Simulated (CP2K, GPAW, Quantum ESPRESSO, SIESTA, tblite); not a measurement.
**Amorphous carbon (160 atoms) in other programs, against a plane-wave reference**

Aim: run amorphous carbon (160 atoms) in several programs and set results and cost side by side. A plane-wave run serves as the reference.

Calculated with Quantum ESPRESSO 7.5; Kohn-Sham DFT, PBE, SSSP efficiency 1.3.0 pseudopotentials, plane waves.

### Step 1. Set-up

The cell holds 160 atoms: 160 C. Cell: a = 12.341 Å, b = 12.341 Å, c = 12.341 Å, α = 90.0°, β = 90.0°, γ = 90.0°. 160 atoms (160 C) placed at random at 1.7 g/cm³, melted at 6000 K for 10 ps at fixed volume with the LCBOP (Los and Fasolino, Phys. Rev. B 68, 024107 (2003)). Quenched from 4800 K to 100 K at 500 K/ps and fixed volume, held 5 ps. Then every atom was moved at random, 0.03 Å r.m.s. a Cartesian component.

### Step 2. Plane-wave reference

The input, pw.in:

```
&control
  calculation = 'scf'
  pseudo_dir = './pseudo'
  outdir = './tmp'
  disk_io = 'none'
  tprnfor = .true.
  tstress = .true.
/
&system
  ibrav = 0
  nat = 160
  ntyp = 1
  ecutwfc = 45
  ecutrho = 360
  nosym = .true.
  occupations = 'smearing'
  smearing = 'fd'
  degauss = 0.003675
/
&electrons
  conv_thr = 8.0e-07
  electron_maxstep = 100
  mixing_beta = 0.2
  mixing_mode = 'local-TF'
  diagonalization = 'david'
/
ATOMIC_SPECIES
C 12.011 C.upf
CELL_PARAMETERS angstrom
12.34060 0.00000 0.00000
0.00000 12.34060 0.00000
0.00000 0.00000 12.34060
ATOMIC_POSITIONS crystal
C 0.27587 0.78337 0.66933
C 0.73203 0.86856 0.03279
C 0.74236 0.92330 0.74300
C 0.63610 0.97013 0.69643
C 0.89210 0.06702 0.47289
C 0.17876 0.19540 0.25969
C 0.46517 0.36853 0.72868
C 0.84697 0.18284 0.02355
C 0.35691 0.52408 0.02473
C 0.50254 0.61548 0.81692
C 0.60433 0.15548 0.64157
C 0.76845 0.16465 0.10125
[... 144 atom lines left out ...]
C 0.29848 0.35964 0.60773
C 0.10376 0.27036 0.19554
C 0.36895 0.31337 0.68724
C 0.67627 0.89054 0.46505
K_POINTS gamma
```

Started as:

```sh
$ OMP_NUM_THREADS=1 mpirun -np 4 pw.x -in pw.in > output.txt
```

The log of the run:

```text
Program PWSCF
     gamma-point specific algorithms are used
     one sub-group per band group will be used
     scalapack distributed-memory algorithm (size of sub-group:  2*  2 procs)
     Parallelization info
     sticks:   dense  smooth     PW     G-vecs:    dense   smooth      PW
     Min        3896    1947    483               365752   129280   16119
     Max        3898    1950    486               365758   129286   16126
     Sum       15589    7793   1941              1463025   517131   64493
     bravais-lattice index     =            0
     lattice parameter (alat)  =      23.3204  a.u.
     unit-cell volume          =   12682.5163 (a.u.)^3
     number of atoms/cell      =          160
     number of atomic types    =            1
     number of electrons       =       640.00
[... lines left out ...]
     scf convergence threshold =      8.0E-07
[... lines left out ...]
     number of k points=     1  Fermi-Dirac smearing, width (Ry)=  0.0037
[... lines left out ...]
     total energy              =   -2942.33120817 Ry
[... lines left out ...]
     total energy              =   -2938.50431616 Ry
[... lines left out ...]
     total energy              =   -2938.75645456 Ry
[... lines left out ...]
     total energy              =   -2938.61268412 Ry
[... lines left out ...]
     total energy              =   -2938.61268445 Ry
[... lines left out ...]
   -14.2394 -14.1596 -14.0987 -14.0637 -13.9996 -13.9251 -13.8109 -13.6765
   -13.5013 -13.3817 -13.3350 -13.2866 -13.1710 -13.0914 -12.9693 -12.9135
[...]
6.7255   6.7427   6.7874   6.8421   6.8920   6.9416   7.0126   7.1016
     7.1405   7.1876   7.2857   7.3228   7.3739   7.4692   7.5435   7.6328
     the Fermi energy is     3.9258 ev
!    total energy              =   -2938.61268451 Ry
     total all-electron energy =    -12180.868336 Ry
     estimated scf accuracy    <       0.00000036 Ry
     smearing contrib. (-TS)   =      -0.02993876 Ry
     internal energy E=F+TS    =   -2938.58274576 Ry
     The total energy is F=E-TS. E is the sum of the following terms:
     one-electron contribution =   -1562.66425829 Ry
     hartree contribution      =    1051.41755007 Ry
     xc contribution           =    -727.46401522 Ry
     ewald contribution        =    -713.25724609 Ry
     one-center paw contrib.   =    -986.61477622 Ry
     convergence has been achieved in  19 iterations
     Forces acting on atoms (cartesian axes, Ry/au):
     atom    1 type  1   force =    -0.00433985   -0.09466932   -0.01032713
     atom    2 type  1   force =     0.03104104    0.04077261   -0.00975580
     atom    3 type  1   force =    -0.13293631    0.03604624   -0.22028220
[...]
atom  159 type  1   force =    -0.04890613   -0.06364561   -0.02631806
     atom  160 type  1   force =     0.06739394    0.02218192    0.06554382
     Total force =     1.721019     Total SCF correction =     0.000994
     Computing stress (Cartesian axis) and pressure
          total   stress  (Ry/bohr**3)                   (kbar)     P=     -101.10
  -0.00075555   0.00001368  -0.00002927         -111.14        2.01       -4.31
   0.00001368  -0.00082263  -0.00012640            2.01     -121.01      -18.59
  -0.00002927  -0.00012640  -0.00048365           -4.31      -18.59      -71.15
     Message from routine punch:
     Nothing written, as per user request (disk_io='none')
```

Run time: 5.2 min. Hardware: 4 MPI ranks of Arm Neoverse V1, shared host; peak memory 7 GiB; 21 min of CPU time.

Banners, paths, timers and routine set-up lines are dropped from the logs unmarked, and long logs keep their key lines alone; longer cuts are marked.

Numbers from this run:

```
r.m.s. force component : 2.02 eV/Å
longest force          : 9.989 eV/Å
pressure               : -10.11 GPa
```

### Step 3. What was run beside it

The programs:
- CP2K 2026.2: Gaussian basis with GTH pseudopotentials and a plane-wave density; labels give functional, basis (MOLOPT sets; SR short-range, UZH the newer set with its own potentials), grid cutoff/relative cutoff and solver (OT: orbital transformation; TRS4, TC2, SIGN: linear-scaling purification with its sparsity filter), or its built-in tight binding.
- GPAW 26.7.0: PAW with atomic orbitals (LCAO), plane waves or a real-space grid of spacing h.
- SIESTA 5.4.2: numerical atomic orbitals, whose automatically made sets are far from complete, with PseudoDojo norm-conserving potentials that we converted to its format (checked against plane waves on the same files for H, C, O, Si, Ge and Ca alone); labels give functional, basis size, energy shift and mesh cutoff.
- tblite 0.8.0: extended tight binding, driven from Python.

All use the same cell and atoms; the electronic-structure runs use the same k-mesh, and an electronic temperature of 580 K (0.05 eV) where levels are smeared.

Differences are against the plane-wave reference, forces as r.m.s. over components; share is that over the reference's r.m.s. force, slope the least-squares factor from reference forces to these. Total energies of different programs have different zeros and aren't compared.

```csv
run,"Δ force, r.m.s. (meV/Å)",share (%),slope,Δ pressure (GPa),cores,CPU time,memory (GiB)
reference,-,-,-,-,4,21 min,7.0
"CP2K PBE, DZVP-UZH, 157/50 Ry, diagonalisation (coarse)",60.1,2.98,1.016,0.894,4,15 min,2.2
"CP2K PBE, DZVP-UZH, 450/50 Ry, diagonalisation",47.2,2.34,1.014,0.868,4,18 min,4.8
"CP2K PBE, SZV-MOLOPT-SR, 450/50 Ry, diagonalisation (coarse)",680,33.7,1.304,5.72,2,6.8 min,3.4
"GPAW PBE, LCAO dzp, h 0.2 Å",196,9.71,1.032,-,4,16 min,3.4
"GPAW PBE, LCAO sz(dzp), h 0.2 Å (coarse)",859,42.5,1.146,-,1,2.1 min,1.0
"GPAW PBE, LCAO szp(dzp), h 0.2 Å (coarse)",444,22.0,1.044,-,2,6.8 min,1.7
"SIESTA PBE, DZP, shift 0.01 Ry, mesh 150 Ry (coarse)",294,14.6,1.055,5.09,4,6.7 min,1.7
"SIESTA PBE, DZP, shift 0.01 Ry, mesh 300 Ry",294,14.6,1.055,5.09,4,14 min,2.7
"SIESTA PBE, SZ, shift 0.01 Ry, mesh 300 Ry (coarse)",1032,51.1,1.190,24.2,1,3 min,0.94
tblite GFN1-xTB,360,17.8,1.036,-5.44,1,7.2 s,0.15
tblite GFN2-xTB,350,17.3,1.018,-7.73,1,17 s,0.16
```

Rows marked coarse were listed beforehand as settings not expected to be converged; some can still land near the reference.

CPU time is summed over cores on a shared host, where runs went side by side, so it is rough. Symmetry, cutoffs, thresholds, outputs and thread counts weren't matched or tuned between programs; memory under MPI is the largest rank's times the ranks.

Within one program, basis, potentials and functional, energies share a zero. Each run against its twin at the usual cutoff or grid and solver:

```csv
run,twin,Δ energy (meV/atom),"Δ force, r.m.s. (meV/Å)",CPU time over the twin's
"CP2K PBE, DZVP-UZH, 157/50 Ry, diagonalisation","DZVP-UZH, 450/50 Ry, diagonalisation",-0.806,33.0,0.86
"SIESTA PBE, DZP, shift 0.01 Ry, mesh 150 Ry","DZP, shift 0.01 Ry, mesh 300 Ry",0.232,0.755,0.49
```

A second geometry, displaced anew (every atom was moved at random, 0.08 Å r.m.s. a Cartesian component), gives an energy difference that all programs can be tested on. The reference puts it at 180.2 meV/atom.

```csv
run,energy less the first geometry's (meV/atom),error (meV/atom),force share at the second geometry (%)
"CP2K PBE, DZVP-UZH, 450/50 Ry, diagonalisation",183.9,3.68,2.00
tblite GFN1-xTB,174.2,-6.05,10.9
tblite GFN2-xTB,172.9,-7.33,10.8
"SIESTA PBE, DZP, shift 0.01 Ry, mesh 300 Ry",198.8,18.6,17.6
"GPAW PBE, LCAO dzp, h 0.2 Å",191.0,10.8,10.2
"CP2K PBE, SZV-MOLOPT-SR, 450/50 Ry, diagonalisation",236.5,56.2,30.8
"SIESTA PBE, SZ, shift 0.01 Ry, mesh 300 Ry",232.3,52.0,51.6
"GPAW PBE, LCAO szp(dzp), h 0.2 Å",183.1,2.85,19.6
"CP2K PBE, DZVP-UZH, 157/50 Ry, diagonalisation",184.1,3.89,2.13
"SIESTA PBE, DZP, shift 0.01 Ry, mesh 150 Ry",198.8,18.6,17.6
"GPAW PBE, LCAO sz(dzp), h 0.2 Å",219.8,39.6,41.4
```

### Step 4. What came out

```yaml
reference_r_m_s_force_component: 2.02 eV/Å
nearest_in_forces: CP2K PBE, DZVP-UZH, 450/50 Ry, diagonalisation, 2.3 %
farthest_in_forces: SIESTA PBE, SZ, shift 0.01 Ry, mesh 300 Ry (coarse), 51 %
cheapest_electronic_structure_run_beside_the_reference: tblite GFN1-xTB, 7.2 s of CPU time
```

In words: The PBE runs in local orbitals, coarse settings apart, differ by 2.3 % (CP2K PBE, DZVP-UZH, 450/50 Ry, diagonalisation) to 15 % (SIESTA PBE, DZP, shift 0.01 Ry, mesh 300 Ry); basis, grid and potentials can all enter. Tight binding differs by 17 % (tblite GFN2-xTB) to 18 % (tblite GFN1-xTB); it is another model, with fitted parameters of its own, and the xTB methods hold dispersion. Runs with settings chosen to be coarse differ by 3.0 % (CP2K PBE, DZVP-UZH, 157/50 Ry, diagonalisation) to 51 % (SIESTA PBE, SZ, shift 0.01 Ry, mesh 300 Ry), their programs' other errors included. Of the electronic-structure runs that take under half the reference's CPU time, SIESTA PBE, DZP, shift 0.01 Ry, mesh 150 Ry comes nearest, at 15 % in 6.7 min against 21 min; its pressure misses by +5.1 GPa. CP2K PBE, SZV-MOLOPT-SR, 450/50 Ry, diagonalisation stiffens the forces by a factor of 1.30 while following their directions (correlation 0.994); the slopes of the 3 CP2K runs lie between 1.01 and 1.30. In pressure, SIESTA PBE, SZ, shift 0.01 Ry, mesh 300 Ry misses by +24.2 GPa, at the same functional. The energy difference between the two geometries, 180 meV/atom in the reference, is met best by GPAW PBE, LCAO szp(dzp), h 0.2 Å (coarse) (+2.85) and worst by CP2K PBE, SZV-MOLOPT-SR, 450/50 Ry, diagonalisation (coarse) (+56.2). In the reference: levels near the Fermi energy are neither full nor empty under the smearing, so no gap is quoted. Periodic xTB results under one method name differ between programs and library versions. Forces of 2.0 eV/Å r.m.s. are well above thermal ones: they come largely from the bond lengths of the classical model and from the random displacements, and they dominate the comparison. The reference's pressure holds the uncorrected Pulay stress of its 45 Ry basis, so small pressure differences, and their order, may be the reference's own error. The quench rate of 500 K/ps is many orders above laboratory rates, so the cell is likely richer in defects and strain than a real sample. The network of bonds at the start is that of the classical potential that made the cell, and needn't be the one that DFT or experiment would give. The reference's stress is far from hydrostatic: its diagonal is -11.1, -12.1, -7.1 GPa, compression counted positive. The electronic-structure runs sample only Γ, in a cell whose shortest periodic width is 12 Å, which is coarse for a cell with partly filled levels.

[Also dropped from logs without a mark: logging warnings of Python, and SIESTA's first energy breakdown and zero terms.]

[Logs are printed without paths, hosts, clocks, repeated set-up lines and the standing remarks that a program may print on its own settings, such as how far it seeks lower states.]

[Hosts, paths, dates, database ids (printed as entryN), source tags and the programs' standing remarks are cut or masked in the printed files.]
